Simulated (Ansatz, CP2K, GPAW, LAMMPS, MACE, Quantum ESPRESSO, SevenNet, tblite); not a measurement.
# Running amorphous Ge (66 atoms) with GPAW, part 2 of 2

How do the settings of GPAW change the result for amorphous Ge (66 atoms)? A plane-wave run serves as the yardstick.

Program: GPAW 26.7.0; the method stands at each step. Banners, paths, timers and routine set-up lines are dropped from the logs unmarked, and long logs keep their key lines alone; longer cuts are marked.

So far. Step 3 (PBE, LCAO szp(dzp), h 0.2 Å): Against the first run (20 %), the force difference from the reference is 50 %, at 0.75 times the CPU time, with 594 basis functions against 858: the smaller basis costs accuracy. Step 4 (PBE, LCAO dzp, h 0.2 Å, other mixer settings): Against the first run (20 %), the force difference from the reference is 19 %, at 1.3 times the CPU time: another solver or mixer reaches the same state.

### Step 5. PBE, LCAO sz(dzp), h 0.2 Å

Method: Kohn-Sham DFT, PBE, PAW, atomic orbitals (sz(dzp)).

File run.py:

```python
import numpy as np
from ase.io import read
from gpaw import GPAW, FermiDirac

atoms = read("structure.xyz")
atoms.calc = GPAW(
    mode="lcao",
    basis="sz(dzp)",
    h=0.2,
    xc="PBE",
    kpts={"size": (1, 1, 1), "gamma": True},
    occupations=FermiDirac(0.05),
    maxiter=200,
    symmetry={"point_group": False},
    txt="gpaw.txt",
)
energy = atoms.get_potential_energy(force_consistent=True)
forces = atoms.get_forces()
print(f"energy {energy:.6f} eV")
print("forces (eV/A)")
for i, (a, f) in enumerate(zip(atoms, forces)):
    print(f"{i:4d} {a.symbol:2s} {f[0]:10.5f} {f[1]:10.5f} {f[2]:10.5f}")
print(f"Fermi level {atoms.calc.get_fermi_level():.4f} eV")
for k in range(len(atoms.calc.get_ibz_k_points())):
    for s in range(atoms.calc.get_number_of_spins()):
        e = atoms.calc.get_eigenvalues(kpt=k, spin=s)
        n = np.searchsorted(e, atoms.calc.get_fermi_level())
        print(f"k {k} spin {s} levels about the Fermi level:", np.round(e[max(n - 6, 0):n], 4).tolist(), "|", np.round(e[n:n + 6], 4).tolist())
```

File structure.xyz:

```xyz
66
Lattice="11.53150 0.00000 0.00000 0.00000 11.53150 0.00000 0.00000 0.00000 11.53150" Properties=species:S:1:pos:R:3 pbc="T T T"
[... 66 atom lines left out: the same atoms as in the first run ...]
```

The run is started by

```
OMP_NUM_THREADS=1 python run.py > output.txt
```

The program printed:

```text
energy -255.630776 eV
forces (eV/A)
   0 Ge    0.45468    0.10643   -0.05996
   1 Ge   -0.31918   -0.08292    0.30962
   2 Ge    0.35812   -0.18588    0.14584
   3 Ge   -0.42822    0.43130    0.50399
   4 Ge   -0.12017    0.31505    0.02768
   5 Ge    0.04480   -0.07776    0.56256
[...]
63 Ge    0.20251   -0.50994    0.06567
  64 Ge    0.35355   -0.09883   -0.41549
  65 Ge    0.04787   -0.28955   -0.24510
Fermi level 5.3552 eV
k 0 spin 0 levels about the Fermi level: [4.8207, 4.8656, 4.9858, 5.1301, 5.2618, 5.3134] | [5.3939, 5.4504, 5.6479, 5.8078, 5.9034, 6.0378]
```

gpaw.txt:

```text
Input parameters:
  mode=LCAO(),
  basis={'default': 'sz(dzp)'},
  h=0.2,
  kpts=MonkhorstPack(size=(1, 1, 1), gamma=True),
  maxiter=200,
  occupations=Occupations(name='fermi-dirac', width=0.05, fixmagmom=False),
[... lines left out ...]
  Fermi-Dirac:
[... lines left out ...]
convergence criteria:
- Maximum [total energy] change in last 3 cyles: 0.0005 eV / valence electron
[... lines left out ...]
Converged in 14 steps
[... lines left out ...]
  Free energy:    -255.630776
[... lines left out ...]
Fermi level: 5.355
[... lines left out ...]
|        ... |               |           |
|        162 |         8.325 |     0.000 |
Gap: 0.081 eV
Transition (v -> c):
  (s=0, k=0, n=131, [0.00, 0.00, 0.00]) -> (s=0, k=0, n=132, [0.00, 0.00, 0.00])
No difference between direct/indirect transitions
Force computation time: 7.776  # s
timing:  # [seconds]
  Total:  92.498  # ━━━━━━━━━━━━━━━━━━━━━━━━━━━━━━━━━━━━━━━━━━━━━━━━━━━━━━━━━
  Init:   13.619  # ━━━━━━━━╸
  SCF:    71.055  # ━━━━━━━━━━━━━━━━━━━━━━━━━━━━━━━━━━━━━━━━━━━━
  Forces:  7.776  # ━━━━━
```

It took 95 s on 1 thread of Intel Xeon Platinum 8259CL at 2.50GHz (Skylake/Cascade Lake), shared host; peak memory 1 GiB.

Against the reference:

| Item | Value |
| --- | --- |
| r.m.s. force component | 0.3279 eV/Å |
| r.m.s. difference of force components | 144.1 meV/Å |
| longest difference of force vectors | 417.1 meV/Å |
| force difference over r.m.s. force | 62.46 % |
| slope of forces against the reference's | 1.315 |
| correlation of force components | 0.9253 |

This is a coarse setting, run to see what it loses.

Against the first run (20 %), the force difference from the reference is 62 %, at 0.28 times the CPU time, with 264 basis functions against 858: the smaller basis costs accuracy.

### Step 6. Side by side

Differences are against the plane-wave reference, forces as r.m.s. over components; share is that over the reference's r.m.s. force, slope the least-squares factor from reference forces to these. Total energies of different programs have different zeros and aren't compared.

| run | Δ force, r.m.s. (meV/Å) | share (%) | slope | cores | CPU time | memory (GiB) |
| --- | --- | --- | --- | --- | --- | --- |
| reference | - | - | - | 4 | 2.4 min | 2.4 |
| GPAW PBE, LCAO dzp, h 0.2 Å | 45.4 | 19.7 | 1.097 | 1 | 5.6 min | 1.3 |
| GPAW PBE, LCAO szp(dzp), h 0.2 Å (coarse) | 116 | 50.3 | 1.252 | 1 | 4.2 min | 1.3 |
| GPAW PBE, LCAO dzp, h 0.2 Å, other mixer settings | 44.7 | 19.4 | 1.096 | 1 | 7.1 min | 1.3 |
| GPAW PBE, LCAO sz(dzp), h 0.2 Å (coarse) | 144 | 62.5 | 1.315 | 1 | 94 s | 1.0 |

Rows marked coarse were listed beforehand as settings not expected to be converged; some can still land near the reference.

CPU time is summed over cores on a shared host, where runs went side by side, so it is rough. Symmetry, cutoffs, thresholds, outputs and thread counts weren't matched or tuned between programs; memory under MPI is the largest rank's times the ranks.

Within one program, basis, potentials and functional, energies share a zero. Each run against its twin at the usual cutoff or grid and solver:

| run | twin | Δ energy (meV/atom) | Δ force, r.m.s. (meV/Å) | CPU time over the twin's |
| --- | --- | --- | --- | --- |
| GPAW PBE, LCAO dzp, h 0.2 Å, other mixer settings | LCAO dzp, h 0.2 Å | 1.0e-4 | 2.01 | 1.3 |

### Step 7. Summary of results

| Property | Result |
| --- | --- |
| nearest in forces | GPAW PBE, LCAO dzp, h 0.2 Å, other mixer settings, 19 % |
| its CPU time | 7.1 min |

What this shows: The PBE runs in local orbitals, coarse settings apart, differ by 19 % (GPAW PBE, LCAO dzp, h 0.2 Å, other mixer settings) to 20 % (GPAW PBE, LCAO dzp, h 0.2 Å); basis, grid and potentials can all enter. Runs with settings chosen to be coarse differ by 50 % (GPAW PBE, LCAO szp(dzp), h 0.2 Å) to 62 % (GPAW PBE, LCAO sz(dzp), h 0.2 Å), their programs' other errors included. None of the electronic-structure runs in the table takes under half the reference's CPU time of 2.4 min; they take 0.67 to 3.0 times as much. The potentials hold different valence shells: 924 electrons in the reference, 264 in GPAW; this bears on time and differences. GPAW's setups keep the filled d shell of Ge in the core. The quench rate of 5 K/ps is many orders above laboratory rates, so the cell is likely richer in defects and strain than a real sample. The network of bonds at the start is that of the classical potential that made the cell, and needn't be the one that DFT or experiment would give. The reference's pressure of 3.0 GPa belongs to a cell and atoms that aren't relaxed at this level. The electronic-structure runs sample only Γ, in a cell whose shortest periodic width is 12 Å, which is coarse for a cell with partly filled levels.

[Also dropped from logs without a mark: logging warnings of Python, and SIESTA's first energy breakdown and zero terms.]

[Logs are printed without paths, hosts, clocks, repeated set-up lines and the standing remarks that a program may print on its own settings, such as how far it seeks lower states.]

[Hosts, paths, dates, database ids (printed as entryN), source tags and the programs' standing remarks are cut or masked in the printed files.]
